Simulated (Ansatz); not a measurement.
## Pt-Al-Pt stack of (100) layers: electron–phonon coupling and resistivity

Aim: how strongly do electrons couple to phonons in Pt-Al-Pt stack of (100) layers, and what resistivity does that give?

Method: DFT PBEsol, scalar-relativistic, plane waves, PAW; PAW set soft_1, in Ansatz 0.2.0.

Most raw output is cut from this account.

## 1. Set-up

The cell holds 3 atoms: 2 Pt and 1 Al. Its edges and angles: a = 2.864 Å, b = 2.864 Å, c = 15.050 Å, α = 90.0°, β = 90.0°, γ = 90.0°. Vacuum lies along c.

## 2. Rough relaxation

The start is far from rest, so a relaxation with loose thresholds does the first part.

The input, input.yaml:

```yaml
crystal:
  lattice:
    - [2.86378, 0.0, 0.0]
    - [0.0, 2.86378, 0.0]
    - [0.0, 0.0, 15.05]
  atoms:
    - { symbol: Pt, position: [0.0, 0.0, 0.3654485] }
    - { symbol: Al, position: [0.5, 0.5, 0.5] }
    - { symbol: Pt, position: [0.0, 0.0, 0.6345515] }
  periodic: [true, true, false]
kpoints:
  mp_grid: { grid: [8, 8, 1] }
hamiltonian:
  xc: pbesol
  pseudopotentials: { kind: paw, azcp: { folder: soft_1 }, xc_functional: pbe }
scf:
  occupations: { method: gaussian, width: 0.1 }
output:
  forces: true
  stress: true
  eigenvalues: true
relax:
  adjacent_minimum: "off"
  f_tol: 0.05
  max_steps: 80
  cell: { stress_2d_tol: 0.02 }
```

Started as:

```bash
$ ansatz run input.yaml --threads 4 --pin off --max-ram 12288MiB --backend cpu --events-out ev --progress --plain --runs-dir out
```

Wall time 14 s (4 threads of Arm Neoverse V1, shared host); peak memory 0.56 GiB; 50 s of CPU time.

Relaxation path:

| step | energy less that of the first step (eV) | largest force component (eV/Å) | volume (Å³) |
| --- | --- | --- | --- |
| 1 | 0.0000 | 2.5990 | 261.62 |
| 2 | -1.0578 | 1.7564 | 254.51 |
| 3 | -1.5310 | 0.0193 | 247.26 |
| 4 | -1.5344 | 0.0019 | 243.44 |
| 5 | -1.5348 | 0.0007 | 244.42 |
| 6* | -1.5337 | 0.0009 | 244.42 |

Relaxation steps marked * repeat the geometry before them on a plane-wave basis chosen anew for their cell, so energy and pressure can jump there.

The run keeps the 16 symmetry operations that it works with, so distortions that break them were not tested.

| cell as run | before | after | change |
| --- | --- | --- | --- |
| a (Å) | 2.864 | 2.768 | -3.3 % |
| b (Å) | 2.864 | 2.768 | -3.3 % |

The atoms that moved most (Å, along periodic axes as changes of fractional coordinates times the final cell, across vacuum about the mean position):

| atom | dx | dy | dz | length |
| --- | --- | --- | --- | --- |
| Pt3 | 0.000 | 0.000 | -0.382 | 0.382 |
| Pt1 | 0.000 | 0.000 | 0.382 | 0.382 |

The relaxed structure:

```xyz
3
Lattice="2.7680 0.0000 0.0000 0.0000 2.7680 0.0000 0.0000 0.0000 31.9000" Properties=species:S:1:pos:R:3
Pt    0.0000    0.0000    5.8823
Al    1.3840    1.3840    7.5250
Pt    0.0000    0.0000    9.1677
```

This step gave:

- metallic on mesh: yes
- gap on the k-mesh: 0 eV

The relaxation ends with a largest force component of 9.1e-4 eV/Å.

## 3. Relaxing cell and atoms

Lattice constant and positions set the bands and the force constants, so the cell is relaxed first.

input.yaml, the sections that differ from step 2:

```yaml
crystal:
  lattice:
    - [2.7680269972, 0.0, 0.0]
    - [0.0, 2.7680269972, 0.0]
    - [0.0, 0.0, 31.9000003]
  atoms:
    - { symbol: Pt, position: [0.0, 0.0, 0.1843988802] }
    - { symbol: Al, position: [0.5, 0.5, 0.2358934147] }
    - { symbol: Pt, position: [0.0, 0.0, 0.2873879492] }
  periodic: [true, true, false]
kpoints:
  mp_grid: { grid: [10, 10, 1] }
relax:
  adjacent_minimum: "off"
  f_tol: 0.005
  max_steps: 80
  cell: { stress_2d_tol: 0.02 }
# hamiltonian, scf, output: as in step 2
```

The job ended after 12 s (4 threads; peak memory 0.57 GiB; 43 s of CPU time).

Relaxation path:

| step | energy less that of the first step (eV) | largest force component (eV/Å) | volume (Å³) |
| --- | --- | --- | --- |
| 1 | 0.0000 | 0.0909 | 244.42 |
| 2 | -0.0026 | 0.0324 | 241.74 |
| 3 | -0.0028 | 0.0002 | 242.43 |
| 4 | -0.0027 | 0.0002 | 242.43 |

The log counts 1 steps on a newly chosen plane-wave basis, not all of them marked here; energy and pressure can jump at such steps.

| cell as run | before | after | change |
| --- | --- | --- | --- |
| a (Å) | 2.768 | 2.757 | -0.4 % |
| b (Å) | 2.768 | 2.757 | -0.4 % |

The atoms that moved most (Å, along periodic axes as changes of fractional coordinates times the final cell, across vacuum about the mean position):

| atom | dx | dy | dz | length |
| --- | --- | --- | --- | --- |
| Pt1 | 0.000 | 0.000 | -0.015 | 0.015 |
| Pt3 | 0.000 | 0.000 | 0.015 | 0.015 |

The relaxed structure:

```xyz
3
Lattice="2.7567 0.0000 0.0000 0.0000 2.7567 0.0000 0.0000 0.0000 31.9000" Properties=species:S:1:pos:R:3
Pt    0.0000    0.0000    5.8673
Al    1.3784    1.3784    7.5250
Pt    0.0000    0.0000    9.1827
```

The relaxation ends with a largest force component of 2.1e-4 eV/Å.

## 4. Tight relaxation

Residual forces and stress shift phonon frequencies, so the cell is relaxed again, with tight thresholds and the mesh and smearing of this input.

input.yaml, the sections that differ from step 3:

```yaml
crystal:
  lattice:
    - [2.7567310171, 0.0, 0.0]
    - [0.0, 2.7567310171, 0.0]
    - [0.0, 0.0, 31.9000003]
  atoms:
    - { symbol: Pt, position: [0.0, 0.0, 0.1839272955] }
    - { symbol: Al, position: [0.5, 0.5, 0.2358934147] }
    - { symbol: Pt, position: [0.0, 0.0, 0.2878595339] }
  periodic: [true, true, false]
kpoints:
  mp_grid: { grid: [9, 9, 1] }
scf:
  occupations: { method: methfessel_paxton, width: 0.2 }
relax:
  adjacent_minimum: "off"
  f_tol: 0.001
  max_steps: 60
  cell: { stress_2d_tol: 0.002 }
# hamiltonian, output: as in step 3
```

Run time: 12 s. Hardware: 4 threads; peak memory 0.56 GiB.

Step by step:

| step | energy less that of the first step (eV) | largest force component (eV/Å) | volume (Å³) |
| --- | --- | --- | --- |
| 1 | 0.0000 | 0.1035 | 242.43 |
| 2 | -0.0034 | 0.0448 | 239.19 |
| 3 | -0.0040 | 0.0004 | 240.14 |
| 4 | -0.0040 | 0.0027 | 240.08 |
| 5 | -0.0040 | 0.0000 | 240.10 |
| 6 | -0.0038 | 0.0000 | 240.10 |

The log counts 1 steps on a newly chosen plane-wave basis, not all of them marked here; energy and pressure can jump at such steps.

| cell as run | before | after | change |
| --- | --- | --- | --- |
| a (Å) | 2.757 | 2.743 | -0.5 % |
| b (Å) | 2.757 | 2.743 | -0.5 % |

The atoms that moved most (Å, along periodic axes as changes of fractional coordinates times the final cell, across vacuum about the mean position):

| atom | dx | dy | dz | length |
| --- | --- | --- | --- | --- |
| Pt3 | 0.000 | 0.000 | 0.017 | 0.017 |
| Pt1 | 0.000 | 0.000 | -0.017 | 0.017 |

The relaxed structure:

```xyz
3
Lattice="2.7435 0.0000 0.0000 0.0000 2.7435 0.0000 0.0000 0.0000 31.9000" Properties=species:S:1:pos:R:3
Pt    0.0000    0.0000    5.8503
Al    1.3717    1.3717    7.5250
Pt    0.0000    0.0000    9.1997
```

The relaxation ends with a largest force component of 4.2e-5 eV/Å.

## 5. Phonons: q 2×2×1, k 6×6×1

Before any scattering is computed, the phonons show whether the structure is a minimum.

input.yaml, the sections that differ from step 4:

```yaml
crystal:
  lattice:
    - [2.743464242, 0.0, 0.0]
    - [0.0, 2.743464242, 0.0]
    - [0.0, 0.0, 31.9000003]
  atoms:
    - { symbol: Pt, position: [0.0, 0.0, 0.183396524] }
    - { symbol: Al, position: [0.5, 0.5, 0.2358934147] }
    - { symbol: Pt, position: [0.0, 0.0, 0.2883903054] }
  periodic: [true, true, false]
kpoints:
  mp_grid: { grid: [6, 6, 1] }
output:
  eigenvalues: true
phonons:
  method: dfpt
  qmesh: [2, 2, 1]
  temperatures: { t_max: 1000, t_step: 50 }
  qpath:
    path: [[0.0, 0.0, 0.0], [0.0, 0.5, 0.0], [0.5, 0.5, 0.0], [0.0, 0.0, 0.0]]
    npoints: 10
# hamiltonian, scf: as in step 4
# relax: removed
```

Wall time 66 s (4 threads); peak memory 0.85 GiB; 4.1 min of CPU time.

Numbers from this step:

```yaml
zero_point_energy: 0.1057 eV/cell
share_of_imaginary_modes_in_the_plain_interpolation_between_solved_wavevectors: 0.006
highest_frequency_solved_or_plainly_interpolated: 462.6 cm⁻¹
```

Solved on the 2×2×1 mesh alone; all other wavevectors are interpolated. The phonon branches at the labelled points (cm⁻¹):

| point | branch 1 | branch 2 | branch 3 | branch 4 | branch 5 | branch 6 | branch 7 | branch 8 | branch 9 |
| --- | --- | --- | --- | --- | --- | --- | --- | --- | --- |
| Γ | 0 | 0 | 0 | 52 | 52 | 125 | 246 | 246 | 412 |
| halfway | 49 | 55 | 59 | 117 | 126 | 133 | 238 | 365 | 370 |
| X | 65 | 72 | 115 | 122 | 144 | 179 | 229 | 314 | 463 |
| halfway | 119 | 125 | 131 | 136 | 158 | 173 | 303 | 324 | 430 |
| M | 124 | 136 | 171 | 171 | 173 | 173 | 290 | 394 | 394 |
| halfway | 81 | 121 | 125 | 125 | 130 | 135 | 336 | 348 | 348 |
| Γ | 0 | 0 | 0 | 52 | 52 | 125 | 246 | 246 | 412 |

Among the solved wavevectors the lowest mode, translations apart, is 51.9 cm⁻¹, so these are real on this k mesh.

## 6. Electron–phonon run: q 2×2×1, k 6×6×1, scattering 12×12×1

The cheapest meshes give a first estimate and the cost of a run.

input.yaml: that of step 5 with these lines changed.

```diff
@@ -26 +26,6 @@
     npoints: 10
+  electrical_resistivity:
+    mesh: [12, 12, 1]
+    temperatures: [20.0, 50.0, 77.0, 100.0, 150.0, 200.0, 300.0, 400.0, 600.0, 800.0]
+  superconductivity: { mesh: [12, 12, 1], eliashberg_equations: false }
+  electron_occupations: "off"
```

It took 62 s on 4 threads; peak memory 0.84 GiB.

The run ended with an error.

The program's message: “electrical resistivity: the mode of lowest frequency at the wavevector [0.0833, 0.0833, 0.0000] is imaginary, -14.02 cm⁻¹ (written negative): every mode at the wavevectors of the force constants' own …”

The run stops because a mode is imaginary on the scattering mesh, where no scattering rate is defined; denser k meshes, other smearings and, between solved wavevectors, finer q meshes show whether the instability is real.

## 7. Coupling and resistivity: q 3×3×1, k 9×9×1, scattering 12×12×1

The next rung changes the q mesh, which sets the reach of the force constants and couplings; the k mesh of the density and its response.

input.yaml, the sections that differ from step 6:

```yaml
kpoints:
  mp_grid: { grid: [9, 9, 1] }
phonons:
  method: dfpt
  qmesh: [3, 3, 1]
  temperatures: { t_max: 1000, t_step: 50 }
  qpath:
    path: [[0.0, 0.0, 0.0], [0.0, 0.5, 0.0], [0.5, 0.5, 0.0], [0.0, 0.0, 0.0]]
    npoints: 10
  electrical_resistivity:
    mesh: [12, 12, 1]
    temperatures: [20.0, 50.0, 77.0, 100.0, 150.0, 200.0, 300.0, 400.0, 600.0, 800.0]
  superconductivity: { mesh: [12, 12, 1] }
# crystal, hamiltonian, scf, output: as in step 6
```

Wall time 4.3 min (4 threads); peak memory 3.6 GiB.

Numbers from this step:

```yaml
zero_point_energy: 0.1006 eV/cell
share_of_imaginary_modes_in_the_plain_interpolation_between_solved_wavevectors: 0
highest_frequency_solved_or_plainly_interpolated: 452.4 cm⁻¹
cell_height: 31.9 Å
sheet_resistance_300k: 36.21 Ω/square, mean in the plane
resistivity_at_300_k: 11.55 μΩ cm, mean of the axes, of the whole cell with its vacuum
coupling_constant_lambda: 0.2015
density_of_states_at_the_fermi_level: 0.4767 states/eV a spin and cell
log_mean_phonon_energy_omega_log: 9.696 meV
transport_coupling_constant_lambda_tr: 0.1664, 0.1664, 0 (xx, yy, zz)
drude_plasma_energy: 3.919, 3.919, 0 eV (xx, yy, zz), of the whole cell with its vacuum
second_moment_phonon_energy_omega: 17.07 meV
```

The Eliashberg function α²F has structure finer than the step of the table below, so its rows give means over 2 meV, whole bins alone (the curve runs from 0.219 to 55.9 meV). Peaks (meV: height): α²F 6.8: 0.105, 13.8: 0.0667, 15.6: 0.117, 47.5: 0.0852; α²F tr 11.2: 0.0951, 13.8: 0.0674, 15.6: 0.108, 19.5: 0.0425, 37.0: 0.0153, 45.4: 0.0348.

Eliashberg function α²F against phonon energy; means over each step:

| phonon energy (meV) | α²F | α²F tr |
| --- | --- | --- |
| 2 | 0.00514 | 0.00213 |
| 4 | 0.0109 | 0.00654 |
| 6 | 0.0505 | 0.0254 |
| 8 | 0.0785 | 0.0558 |
| 10 | 0.0643 | 0.0671 |
| 12 | 0.0585 | 0.0729 |
| 14 | 0.0600 | 0.0587 |
| 16 | 0.0635 | 0.0762 |
| 18 | 0.0260 | 0.0306 |
| 20 | 0.0228 | 0.0241 |
| 22 | 6.0e-4 | 2.3e-4 |
| 24 | 0 | 0 |
| 26 | 0 | 0 |
| 28 | 1.9e-4 | 1.6e-4 |
| 30 | 0.00126 | 8.8e-4 |
| 32 | 0.00340 | 0.00206 |
| 34 | 0.00452 | 0.00308 |
| 36 | 0.00784 | 0.00802 |
| 38 | 0.0128 | 0.0128 |
| 40 | 0.0131 | 0.0103 |
| 42 | 0.0116 | 0.00815 |
| 44 | 0.0146 | 0.0120 |
| 46 | 0.0467 | 0.0270 |
| 48 | 0.0523 | 0.0195 |
| 50 | 0.00906 | 0.00812 |
| 52 | 0.0104 | 0.0102 |
| 54 | 0.0140 | 0.0123 |

Of the whole cell with its vacuum, so only the sheet resistance is a property of the layer; the means are those of the plane. Resistivity, by row:

| T (K) | ρ_xx (μΩ cm) | ρ_yy | ρ_zz | ρ by Ziman's lowest order, mean | ρ by relaxation times, mean | within 2 % of the coarser mesh |
| --- | --- | --- | --- | --- | --- | --- |
| 20 | 0.06959 | 0.06959 | - | 0.1303 | 0.1185 | no |
| 50 | 0.9603 | 0.9603 | - | 1.225 | 1.316 | no |
| 77 | 2.125 | 2.125 | - | 2.473 | 2.764 | no |
| 100 | 3.134 | 3.134 | - | 3.546 | 4.011 | no |
| 150 | 5.293 | 5.293 | - | 5.86 | 6.72 | no |
| 200 | 7.41 | 7.41 | - | 8.145 | 9.414 | no |
| 300 | 11.55 | 11.55 | - | 12.63 | 14.71 | no |
| 400 | 15.61 | 15.61 | - | 17.04 | 19.92 | no |
| 600 | 23.66 | 23.66 | - | 25.8 | 30.24 | no |
| 800 | 31.74 | 31.74 | - | 34.66 | 40.56 | no |

The self-energy step met imaginary modes, so this run fell back to plain Fourier phonons and is not comparable with runs that kept it. By its own test the run is not converged in the mesh. λ = 0.202 and 36.2 Ω per square at 300 K. The run's own test puts 87 % between its two finest meshes on the component of the resistivity at 300 K that moves most, so it is not converged. By the run's own test λ moves by 16 % between its two finest scattering meshes.

## 8. Coupling and resistivity: scattering mesh 20×20×1

The next rung changes the scattering mesh, which samples the Fermi surface.

input.yaml: that of step 7 with these lines changed.

```diff
@@ -27,4 +27,4 @@
   electrical_resistivity:
-    mesh: [12, 12, 1]
+    mesh: [20, 20, 1]
     temperatures: [20.0, 50.0, 77.0, 100.0, 150.0, 200.0, 300.0, 400.0, 600.0, 800.0]
-  superconductivity: { mesh: [12, 12, 1] }
+  superconductivity: { mesh: [20, 20, 1] }
```

The job ended after 4.5 min (4 threads; peak memory 3.6 GiB; 17 min of CPU time).

Numbers from this step:

```yaml
sheet_resistance_300k: 35.43 Ω/square, mean in the plane
resistivity_at_300_k: 11.3 μΩ cm, mean of the axes, of the whole cell with its vacuum
coupling_constant_lambda: 0.1937
density_of_states_at_the_fermi_level: 0.4735 states/eV a spin and cell
log_mean_phonon_energy_omega_log: 10.01 meV
transport_coupling_constant_lambda_tr: 0.1667, 0.1667, 0 (xx, yy, zz)
drude_plasma_energy: 3.962, 3.962, 0 eV (xx, yy, zz), of the whole cell with its vacuum
second_moment_phonon_energy_omega: 17.48 meV
```

The self-energy step met imaginary modes, so this run fell back to plain Fourier phonons and is not comparable with runs that kept it. By its own test the run is not converged in the mesh. λ = 0.194 and 35.4 Ω per square at 300 K, against 0.202 and 36.2 in the run with q 3×3×1, k 9×9×1, scattering 12×12×1 (-3.9 % and -2.2 %). The run's own test puts 8 % between its two finest meshes on the component of the resistivity at 300 K that moves most, more than that change.

[end of part 1 of 2]

[Logs are printed without paths, hosts, clocks, repeated set-up lines and the standing remarks that a program may print on its own settings, such as how far it seeks lower states.]

[Hosts, paths, dates, database ids (printed as entryN), source tags and the programs' standing remarks are cut or masked in the printed files.]
